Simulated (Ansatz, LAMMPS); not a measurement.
# Localised basis functions on amorphous Ge (61 atoms), part 2 of 2

Wanted: errors and times of a linear-scaling basis for amorphous Ge (61 atoms). A setting counts as converged where the r.m.s. difference of forces stays under 1 % of the r.m.s. force.

Ansatz 0.2.0; Kohn-Sham DFT, PBE, PAW (set soft_2), plane waves.

The cell: 61 Ge. The quench rate of 3 K/ps far exceeds what a furnace or splat quench reaches. The starting topology of bonds comes from the classical model. Sampling is at Γ alone, for a cell whose shortest periodic width is 11 Å.

So far. Step 4 (Support functions low): Forces differ from the reference by 0.14 meV/Å r.m.s., 0.054 % of their size, well within a tolerance of 1 %; the energy by -1.3 meV/atom. It took roughly 3.7 times the reference's time (one timing each, with unlike analyses asked), in 11 cycles against 9. Step 5 (Support functions medium): Forces differ from the reference by 0.11 meV/Å r.m.s., 0.043 % of their size, well within a tolerance of 1 %; the energy by -1.3 meV/atom.

## 6. Support functions medium, radius 3.59 Å

Level of this step: Kohn-Sham DFT, PBE, PAW (set soft_2), localised support functions (medium) (Ansatz).

The radius confines each support function; a larger one gives more freedom and more work per atom.

input.yaml reads:

```yaml
crystal:
  lattice:
    - [11.1439, 0.0, 0.0]
    - [0.0, 11.1439, 0.0]
    - [0.0, 0.0, 11.1439]
  atoms:
    [... the 61 atom lines of step 3 ...]
kpoints:
  mp_grid: { grid: [1, 1, 1] }
hamiltonian:
  xc: pbe
scf:
  occupations: { method: fermi_dirac, width: 0.025 }
  eigensolver: { kind: { support_functions: { accuracy: medium, radius: 3.59 } } }
  max_iter: 150
output:
  forces: true
  eigenvalues: true
```

Command:

```console
> ansatz run input.yaml --threads 8 --pin off --max-ram 15872MiB --backend cpu --events-out ev --progress --plain --runs-dir out
```

Output:

```text
Warning: scf.eigensolver.kind.support_functions: disabling space-group detection — the functions' gradient is summed over unrotated k-points, so no spatial operation reduces the k-mesh or symmetrises the density; time reversal is kept, so that k and −k are solved as one point where they differ and the mesh holds both, and exact exchange and, on two spinor components, a DFT+U term hold to it where the run has them: [...]
settings of this run that can trade accuracy for cost: scf.eigensolver.kind.support_functions [...]
Engine: ansatz 0.2.0, aarch64-unknown-linux-gnu
Pseudopotentials: kind: paw
Pseudopotential: Ge, paw, valence charge 14, recommended cutoff 420 eV (normal), Ge.paw.azcp
[... 5 lines on functional and potentials left out ...]
Error: SCF: the radius of support functions is under 4.01 Å, the least for these sites at the functions' level (scf.eigensolver.kind.support_functions.accuracy). Use scf.eigensolver.kind: auto, or type scf.eigensolver.kind.support_functions.radius at least as long, [...]
```

It took 0.53 s on 8 threads of Arm Neoverse V2, shared host; peak memory 0.24 GiB; 2.2 s of CPU time.

The program refuses radii under 4.01 Å for these atoms at this level.

## 7. Support functions medium, radius 4.09 Å

The radius confines each support function; a larger one gives more freedom and more work per atom.

input.yaml, the sections that differ from step 6:

```yaml
scf:
  occupations: { method: fermi_dirac, width: 0.025 }
  eigensolver: { kind: { support_functions: { accuracy: medium, radius: 4.09 } } }
  max_iter: 150
# crystal, kpoints, hamiltonian, output: as in step 6
```

Output:

```text
[...]
Crystal: 61 atoms, lattice volume = 1383.922 Å³
Basis set: ecut = 420 eV, 27081 PW (Γ), exchange–correlation on 150×150×150 points (8 copies of the dense FFT grid, shifted against one another)
Bands: 513, of which v1, the nominal top of the filled ones, is band 427 counted from 1 (426 counted from 0)
Symmetry: 1 space group operations
k-points: 1
[...]
SCF iter   1: F=—  HF=-261963.849556 eV  |F-HF|=—  |Δ(HF+E_count)|=         —  Δρ=2.62e-2  dr2=1.02e1  ethr=1.00e-1
[...]
SCF iter  11: F=—  HF=-261977.113918 eV  |F-HF|=—  |Δ(HF+E_count)|=   8.72e-4  Δρ=1.47e-5  dr2=3.84e-6  ethr=2.57e-9  κ⁻¹=9.0e-6(r=7)
SCF iter  12: F=-261977.114596 eV  HF=-261977.114596 eV  |F-HF|=1.99e-7  |Δ(HF+E_count)|=   6.78e-4  Δρ=6.69e-6  dr2=7.65e-7  ethr=4.49e-10
SCF 1 converged in 12 iterations: F = -261977.125342 eV  dr2 = 7.65e-7
[...]
SCF converged after 12 iterations
[...]
Free energy (F): -261977.125342 eV
[...]
Internal energy: -261977.084174 eV  (E = F + TS)
E sigma→0 (E₀):  -261977.104758 eV
Entropy (-TS):   -0.041168 eV (-0.675 meV/atom)
Fermi energy:    8.345569 eV
[...]
Σ components = -261977.125342   (vs F -261977.125342, Δ=0.00e0)
--- Forces (eV/Å), atoms counted from 1 ---
  atom   1  Ge     0.17209496     0.13437669    -0.41806411
  atom   2  Ge     0.18633496     0.45763175     0.23509015
  atom   3  Ge    -0.05523174    -0.02102996    -0.17848159
  atom   4  Ge    -0.60964036    -0.12294241     0.16545481
[...]
atom  61  Ge     0.19698589     0.08096674    -0.03477680
  max |Σ_I F_I| component: 5.32e-4 eV/Å
--- Band table (eV) ---
[...]
```

Run time: 54 s. Hardware: 8 threads; peak memory 3.3 GiB.

Keys that differ from the reference: support_functions.accuracy = "medium", support_functions.radius = 4.09 and scf.max_iter = 150.

Forces differ from the reference by 0.18 meV/Å r.m.s., 0.067 % of their size, well within a tolerance of 1 %; the energy by -1.3 meV/atom. It took roughly 3.6 times the reference's time (one timing each, with unlike analyses asked), in 12 cycles against 9.

## 8. Support functions medium, radius 4.39 Å

The radius confines each support function; a larger one gives more freedom and more work per atom.

input.yaml, the sections that differ from step 7:

```yaml
scf:
  occupations: { method: fermi_dirac, width: 0.025 }
  eigensolver: { kind: { support_functions: { accuracy: medium, radius: 4.39 } } }
  max_iter: 150
# crystal, kpoints, hamiltonian, output: as in step 7
```

Output:

```text
[...]
Crystal: 61 atoms, lattice volume = 1383.922 Å³
Basis set: ecut = 420 eV, 27081 PW (Γ), exchange–correlation on 150×150×150 points (8 copies of the dense FFT grid, shifted against one another)
Bands: 513, of which v1, the nominal top of the filled ones, is band 427 counted from 1 (426 counted from 0)
Symmetry: 1 space group operations
k-points: 1
[...]
SCF iter   1: F=—  HF=-261965.438507 eV  |F-HF|=—  |Δ(HF+E_count)|=         —  Δρ=2.64e-2  dr2=1.02e1  ethr=1.00e-1
[...]
SCF iter  11: F=—  HF=-261977.122887 eV  |F-HF|=—  |Δ(HF+E_count)|=   2.91e-4  Δρ=1.46e-5  dr2=3.62e-6  ethr=2.52e-9  κ⁻¹=8.8e-6(r=7)
SCF iter  12: F=-261977.123100 eV  HF=-261977.123100 eV  |F-HF|=2.10e-8  |Δ(HF+E_count)|=   2.13e-4  Δρ=6.54e-6  dr2=7.77e-7  ethr=4.24e-10
SCF 1 converged in 12 iterations: F = -261977.125553 eV  dr2 = 7.77e-7
[...]
SCF converged after 12 iterations
[...]
Free energy (F): -261977.125553 eV
[...]
Internal energy: -261977.084280 eV  (E = F + TS)
E sigma→0 (E₀):  -261977.104916 eV
Entropy (-TS):   -0.041273 eV (-0.677 meV/atom)
Fermi energy:    8.345385 eV
[...]
Σ components = -261977.125553   (vs F -261977.125553, Δ=0.00e0)
--- Forces (eV/Å), atoms counted from 1 ---
  atom   1  Ge     0.17184877     0.13435772    -0.41795624
  atom   2  Ge     0.18631057     0.45741250     0.23488844
  atom   3  Ge    -0.05521142    -0.02093024    -0.17881998
  atom   4  Ge    -0.60949386    -0.12294587     0.16579322
[...]
atom  61  Ge     0.19689299     0.08095543    -0.03475743
  max |Σ_I F_I| component: 1.94e-4 eV/Å
--- Band table (eV) ---
[...]
```

It took 69 s on 8 threads; peak memory 3.7 GiB; 9 min of CPU time.

Keys that differ from the reference: support_functions.accuracy = "medium", support_functions.radius = 4.39 and scf.max_iter = 150.

Forces differ from the reference by 0.082 meV/Å r.m.s., 0.031 % of their size, well within a tolerance of 1 %; the energy by -1.3 meV/atom. It took roughly 4.5 times the reference's time (one timing each, with unlike analyses asked), in 12 cycles against 9.

## 9. Support functions medium, radius 4.64 Å

The radius confines each support function; a larger one gives more freedom and more work per atom.

input.yaml, the sections that differ from step 8:

```yaml
scf:
  occupations: { method: fermi_dirac, width: 0.025 }
  eigensolver: { kind: { support_functions: { accuracy: medium, radius: 4.64 } } }
  max_iter: 150
# crystal, kpoints, hamiltonian, output: as in step 8
```

Output:

```text
[...]
Crystal: 61 atoms, lattice volume = 1383.922 Å³
Basis set: ecut = 420 eV, 27081 PW (Γ), exchange–correlation on 150×150×150 points (8 copies of the dense FFT grid, shifted against one another)
Bands: 513, of which v1, the nominal top of the filled ones, is band 427 counted from 1 (426 counted from 0)
Symmetry: 1 space group operations
k-points: 1
[...]
SCF iter   1: F=—  HF=-261965.739796 eV  |F-HF|=—  |Δ(HF+E_count)|=         —  Δρ=2.64e-2  dr2=1.02e1  ethr=1.00e-1
[...]
SCF iter  15: F=—  HF=-261977.124873 eV  |F-HF|=—  |Δ(HF+E_count)|=   4.62e-5  Δρ=9.57e-6  dr2=9.40e-7  ethr=2.13e-10  κ⁻¹=2.1e-5(r=7)
SCF iter  16: F=-261977.124870 eV  HF=-261977.124871 eV  |F-HF|=3.10e-7  |Δ(HF+E_count)|=   2.40e-6  Δρ=2.52e-6  dr2=1.83e-7  ethr=1.10e-10
SCF 1 converged in 16 iterations: F = -261977.125601 eV  dr2 = 1.83e-7
[...]
SCF converged after 16 iterations
[...]
Free energy (F): -261977.125601 eV
[...]
Internal energy: -261977.084319 eV  (E = F + TS)
E sigma→0 (E₀):  -261977.104960 eV
Entropy (-TS):   -0.041282 eV (-0.677 meV/atom)
Fermi energy:    8.345327 eV
[...]
Σ components = -261977.125601   (vs F -261977.125601, Δ=0.00e0)
--- Forces (eV/Å), atoms counted from 1 ---
  atom   1  Ge     0.17180952     0.13435530    -0.41789472
  atom   2  Ge     0.18634906     0.45728591     0.23492169
  atom   3  Ge    -0.05526680    -0.02095197    -0.17882018
  atom   4  Ge    -0.60945008    -0.12294470     0.16577842
[...]
atom  61  Ge     0.19684219     0.08089858    -0.03475852
  max |Σ_I F_I| component: 1.20e-4 eV/Å
--- Band table (eV) ---
[...]
```

It took 1.7 min on 8 threads; peak memory 4.1 GiB; 13 min of CPU time.

Keys that differ from the reference: support_functions.accuracy = "medium", support_functions.radius = 4.64 and scf.max_iter = 150.

Forces differ from the reference by 0.066 meV/Å r.m.s., 0.025 % of their size, well within a tolerance of 1 %; the energy by -1.3 meV/atom. It took roughly 6.7 times the reference's time (one timing each, with unlike analyses asked), in 16 cycles against 9.

## 10. What each setting buys

Differences are against the plane-wave reference (Kohn-Sham DFT, PBE, PAW (set soft_2), plane waves), whose r.m.s. force component is 0.268 eV/Å. Energies are set beside the reference only for runs with its functional, potentials and electron count. Times are for 8 threads of Arm Neoverse V2, shared host. The reference's time includes the DOS, the stress and grids, which some other runs skip.

```tsv
run	Δ force, r.m.s. (meV/Å)	share of r.m.s. force (%)	Δ energy (meV/atom)	cycles	time	host memory (GiB)
reference	-	-	-	9	15 s	2.1
support functions low	0.143	0.0536	-1.35	11	56 s	3.4
support functions medium	0.114	0.0425	-1.35	12	60 s	3.5
support functions medium, radius 4.09 Å	0.18	0.0674	-1.34	12	54 s	3.3
support functions medium, radius 4.39 Å	0.082	0.0306	-1.35	12	69 s	3.7
support functions medium, radius 4.64 Å	0.066	0.0247	-1.35	16	1.7 min	4.1
```

## 11. What the reference run shows

The comparisons rest on this run, so its electronic structure is set out here.

Neighbours are counted within 2.98 Å (Ge-Ge).

Length of the force by element and coordination:

```tsv
element	coordination	atoms	mean length of the force (eV/Å)	spread	least	most
Ge	all	61	0.425	0.185	0.112	1.07
Ge	4	47	0.429	0.189	0.129	1.07
Ge	5	14	0.413	0.170	0.112	0.758
```

Intrinsic-atomic-orbital charges by element and coordination:

```tsv
element	coordination	atoms	mean charge (e)	spread	least	most
Ge	all	61	0	0.0326	-0.0671	0.0776
Ge	4	47	0.007	0.028	-0.0531	0.0776
Ge	5	14	-0.0234	0.0359	-0.0671	0.0507
```

Density of states as counts of states in windows of 1 eV (from the Fermi level), total and the larger projections:

```tsv
from (eV)	to (eV)	total	Ge p	Ge s
-10	-9	16.4	5.0	11.4
-9	-8	15.0	4.8	10.2
-8	-7	18.6	7.1	11.4
-7	-6	16.7	7.7	8.9
-6	-5	12.9	7.2	5.7
-5	-4	11.8	9.6	2.1
-4	-3	28.3	26.1	2.0
-3	-2	27.5	24.9	2.4
-2	-1	37.9	34.9	2.7
-1	0	21.8	18.9	2.6
0	1	21.9	16.1	5.1
1	2	23.4	16.3	5.7
2	3	32.8	23.9	5.8
3	4	31.5	23.1	4.2
4	5	39.7	28.6	4.2
```

The curve was stored every 0.10 eV, coarse against its broadening of 0.08 eV, so these counts are rough.

Between -25 and -10 eV lie 648 more states.

The levels nearest the highest filled one (over half full), pooled over k-points and spins:

```tsv
level less the highest filled one (eV)	occupation
-0.521	2
-0.487	2
-0.345	2
-0.268	2
-0.206	2
0	1.72
0.0907	0.279
0.202	0.004
0.293	0
0.378	0
0.447	0
0.543	0
```

Valence density in the bc plane at fractional x = 0.173, with atoms of Ge within 0.2 Å of it. It is the smooth field of the valence electrons, not physical close to the nuclei.

Values in e/Å³, 13 rows by 16 columns, each cell a mean:
```
 0  0  1  9  1  0  0  0  0  0  1  1  1  8  2  0
 0  0  1 12  1  0  0  0  0  0  0  0  1 11  2  0
 0  0  0  0  0  2  1  0  0  0  0  0  0  1  0  0
 0  0  0  0  0  8  5  0  0  0  0  0  2  3  0  0
 0  0  0  1  1  0  0  0  0  0  0  0  1  1  0  1
 6  0  1 15  3  0  0  0  0  0  0  0  0  0  1 15
 1  0  0  1  1  0  0  0  0  0  0  0  0  0  0  2
 0  0  0  0  0  0  0  0  3  2  0  0  0  0  1  0
 0  0  0  0  0  0  0  0 12  9  0  0  0  1  7  1
 2  2  0  0  0  3  2  0  0  0  0  1  0  0  1  0
 8 10  0  0  0  1  1  0  0  0  0  1  0  0  0  0
 0  0  0  0  0  0  0  0  0  0  1  0  0  0  0  0
 0  0  0  0  0  0  0  0  0  1 17  3  0  0  0  0
```
Columns run along b (11.1 Å), rows up along c (11.1 Å). Atoms in or near the plane, at fractional coordinates: Ge at (0.22, 0.56), Ge at (0.98, 0.56), Ge at (0.65, 0.02), Ge at (0.55, 0.36), Ge at (0.85, 0.91), Ge at (0.21, 0.91), Ge at (0.06, 0.20).

Electrostatic potential energy in the bc plane at fractional x = 0.173, with atoms of Ge within 0.2 Å of it. With pseudopotentials it is smooth inside the atoms' cores, unlike the true potential.

Ten even steps from '_' (-30 eV) to '@' (12 eV), each cell a mean:
```
%%%%%%%%##==::--++%%@@@@@@@@@@@@@@%%**--::--**##**--::--**%%%%
@@@@@@%%++..____::**@@@@@@@@@@@@@@@@%%%%##%%%%##--______--##%%
@@@@@@%%++..____::**@@@@@@@@@@@@@@@@@@@@@@@@@@##--______==%%@@
@@@@@@@@%%++----**%%%%%%%%@@@@@@@@@@@@@@@@@@@@@@##==--==##@@@@
@@@@@@@@@@%%%%%%%%##==--++##%%@@@@@@@@@@@@@@@@@@%%####%%@@@@@@
@@@@@@@@@@@@@@@@##==____..==%%@@@@@@@@@@@@@@@@##++==++%%@@@@@@
@@@@@@@@@@@@@@@@##--____..==%%@@@@@@@@@@@@@@%%==..__::++%%@@@@
@@@@@@@@@@@@%%%%%%**==--==##%%@@@@@@@@@@@@@@%%==..__::++%%@@%%
++##%%@@%%##++++**%%%%%%%%@@@@@@@@@@@@@@@@@@%%##++==++####**++
__--##%%##--____::++%%@@@@@@@@@@@@@@@@@@@@@@@@@@%%%%%%%%++..__
__::##%%**::____..==%%@@@@@@@@@@@@@@@@@@@@@@@@@@@@@@@@%%==____
::++%%@@%%==::..--**@@@@@@@@@@@@@@@@@@@@@@@@@@@@@@@@@@%%**::..
##%%@@@@@@%%####%%@@@@@@@@@@@@@@%%%%@@@@@@@@@@@@@@@@@@@@%%####
@@@@@@@@@@@@@@@@@@@@@@@@@@@@%%##====++%%@@@@@@@@@@@@%%****##%%
@@@@@@@@@@@@@@@@@@@@@@@@@@@@##--____..++%%@@@@@@@@##==..::==##
@@@@@@@@@@@@@@@@@@@@%%%%%%%%##::______==%%@@@@@@%%**::____::**
%%%%%%%%@@@@@@@@%%##====++##%%++::::--**%%%%##%%%%##==..::==##
++----++%%@@@@@@%%==..__::**%%%%####%%%%##++==**%%%%##****####
..____..++%%@@@@%%==....::**%%@@@@@@@@%%##==--++##@@@@@@@@%%**
::____..++%%@@@@@@##++++**%%@@@@@@@@@@@@%%****##%%@@@@@@@@@@**
++----++%%@@@@@@@@@@@@%%@@@@@@@@@@@@@@@@%%%%%%@@@@@@@@@@@@@@%%
%%%%%%%%@@@@@@@@@@@@@@@@@@@@@@@@@@@@##++==++##@@@@@@@@@@@@@@@@
%%%%@@@@@@@@@@@@@@@@@@@@@@@@@@@@@@%%==..__..==##@@@@@@@@@@@@@@
##%%%%@@@@%%%%%%%%@@@@@@@@@@@@@@@@%%--______--##%%%%%%%%%%@@%%
```
Columns run along b (11.1 Å; values clipped at the 3rd and 97th percentile), rows up along c (11.1 Å). Atoms in or near the plane, at fractional coordinates: Ge at (0.22, 0.56), Ge at (0.98, 0.56), Ge at (0.65, 0.02), Ge at (0.55, 0.36), Ge at (0.85, 0.91), Ge at (0.21, 0.91), Ge at (0.06, 0.20).

Intrinsic-atomic-orbital charges run from -0.07 to +0.08 e. Within 0.4 eV of the Fermi level the largest share is Ge p (81 % of the projected weight).

## 12. Distances and neighbours

Bonds and neighbours are counted at the geometry of the runs.

Density 5.32 g/cm³, 22.69 Å³ an atom.

Pair distribution function in bins of 0.2 Å:

```tsv
r (Å)	total
2.30	0.26
2.50	4.71
2.70	0.96
2.90	0.07
3.10	0.09
3.30	0.27
3.50	0.60
3.70	1.36
3.90	1.76
4.10	1.80
4.30	1.54
4.50	0.90
4.70	0.78
4.90	0.78
5.10	0.82
5.30	0.78
5.50	0.74
```

Bonds by pair of elements; cutoffs follow the first minimum of g(r), held within bounds set by covalent radii, and pairs that aren't listed don't count as bonded:

```tsv
pair A-B	cutoff (Å)	bonds	mean length (Å)	spread (Å)	shortest (Å)	B about A	A about B
Ge-Ge	2.98	129	2.53	0.088	2.37	4.23	4.23
```

How many atoms have how many bonded neighbours:

```tsv
element	mean	4	5
Ge	4.23	47	14
```

Rings of the network by King's shortest-path rule, up to 12 atoms, one path for each pair of neighbours; H, halogens, alkali and alkaline-earth atoms are left out:

```tsv
ring size (atoms)	rings	per network atom
3	1	0.016
4	5	0.082
5	44	0.721
6	58	0.951
7	25	0.41
8	7	0.115
```

The first peak of g(r) lies near 2.5 Å. Counting bonds as in the table, 77 % of Ge atoms have 4 bonded neighbours. Rings of 6 atoms are the most common (41 % of those counted); sizes run from 3 to 8.

The surroundings of Ge49, which has 5 bonded neighbours where the commonest count for Ge is 4, nearest first, numbered as they follow in the input and with coordinates relative to it.

```tsv
atom	x	y	z	distance (Å)	bonds	intrinsic-atomic-orbital charge (e)	Fx	Fy	Fz (eV/Å)
Ge49	0.00	0.00	0.00	0.00	5	-0.04	-0.38	-0.36	-0.21
Ge56	2.04	0.96	0.98	2.46	4	0.06	0.23	0.18	0.57
Ge9	0.34	1.66	-1.91	2.56	4	0.03	0.82	-0.69	0.02
Ge53	-1.69	1.13	1.57	2.56	5	-0.05	-0.03	0.09	0.05
Ge59	-1.24	-1.29	-1.86	2.58	5	-0.01	-0.30	-0.14	0.35
Ge50	1.16	-2.19	1.00	2.67	4	0.01	-0.06	0.44	0.16
Ge60	-2.09	-1.04	2.80	3.64	4	0.03	-0.10	0.10	0.01
Ge61	0.26	-1.71	3.23	3.67	4	-0.02	0.20	0.08	-0.03
Ge34	-1.47	3.18	-1.44	3.79	4	0.00	-0.11	0.36	0.20
Ge22	3.80	-0.08	-0.49	3.84	4	0.02	0.19	0.21	-0.51
```

## 13. Outcome

| Property | Result |
| --- | --- |
| free energy per atom | -4294.7056 eV/atom |
| pressure | 3.681 GPa |
| r.m.s. force component | 0.2677 eV/Å |
| wall time of the 6 DFT runs | 5.9 min |

What this shows: Against plane waves at 420 eV, the forces differ by 0.11 meV/Å (0.043 %) with support functions medium, and by 0.066 meV/Å in the closest run (support functions medium, radius 4.64 Å). At 61 atoms the fastest of the runs at a preset level, support functions low, takes roughly 3.7 times the time of plane waves (whose run also made extra analyses), in 11 SCF cycles against 9. Differences between support functions and plane waves include what basis error the plane-wave run still has. As the radius goes from 4.09 to 4.64 Å, the force difference goes from 0.18 to 0.066 meV/Å, and the time from 54 s to 1.7 min.

Counting bands leaves a spacing of only 0.091 eV (at Γ alone), which the smearing bridges: 2 levels are partly filled by over 2 %, so a gap, if any, is small at this level. Counting bonds as in the table, 77 % of Ge atoms have 4 bonded neighbours.

Caveats: The geometry was minimised with a classical potential and isn't relaxed at this level: its force components are 0.27 eV/Å r.m.s. The pressure of 3.7 GPa belongs to unrelaxed atoms and would change as they relax.

[Long decimals in the printed logs are rounded to 6 places.]

[Logs are printed without paths, hosts, clocks, repeated set-up lines and the standing remarks that a program may print on its own settings, such as how far it seeks lower states.]

[Hosts, paths, dates, database ids (printed as entryN), source tags and the programs' standing remarks are cut or masked in the printed files.]
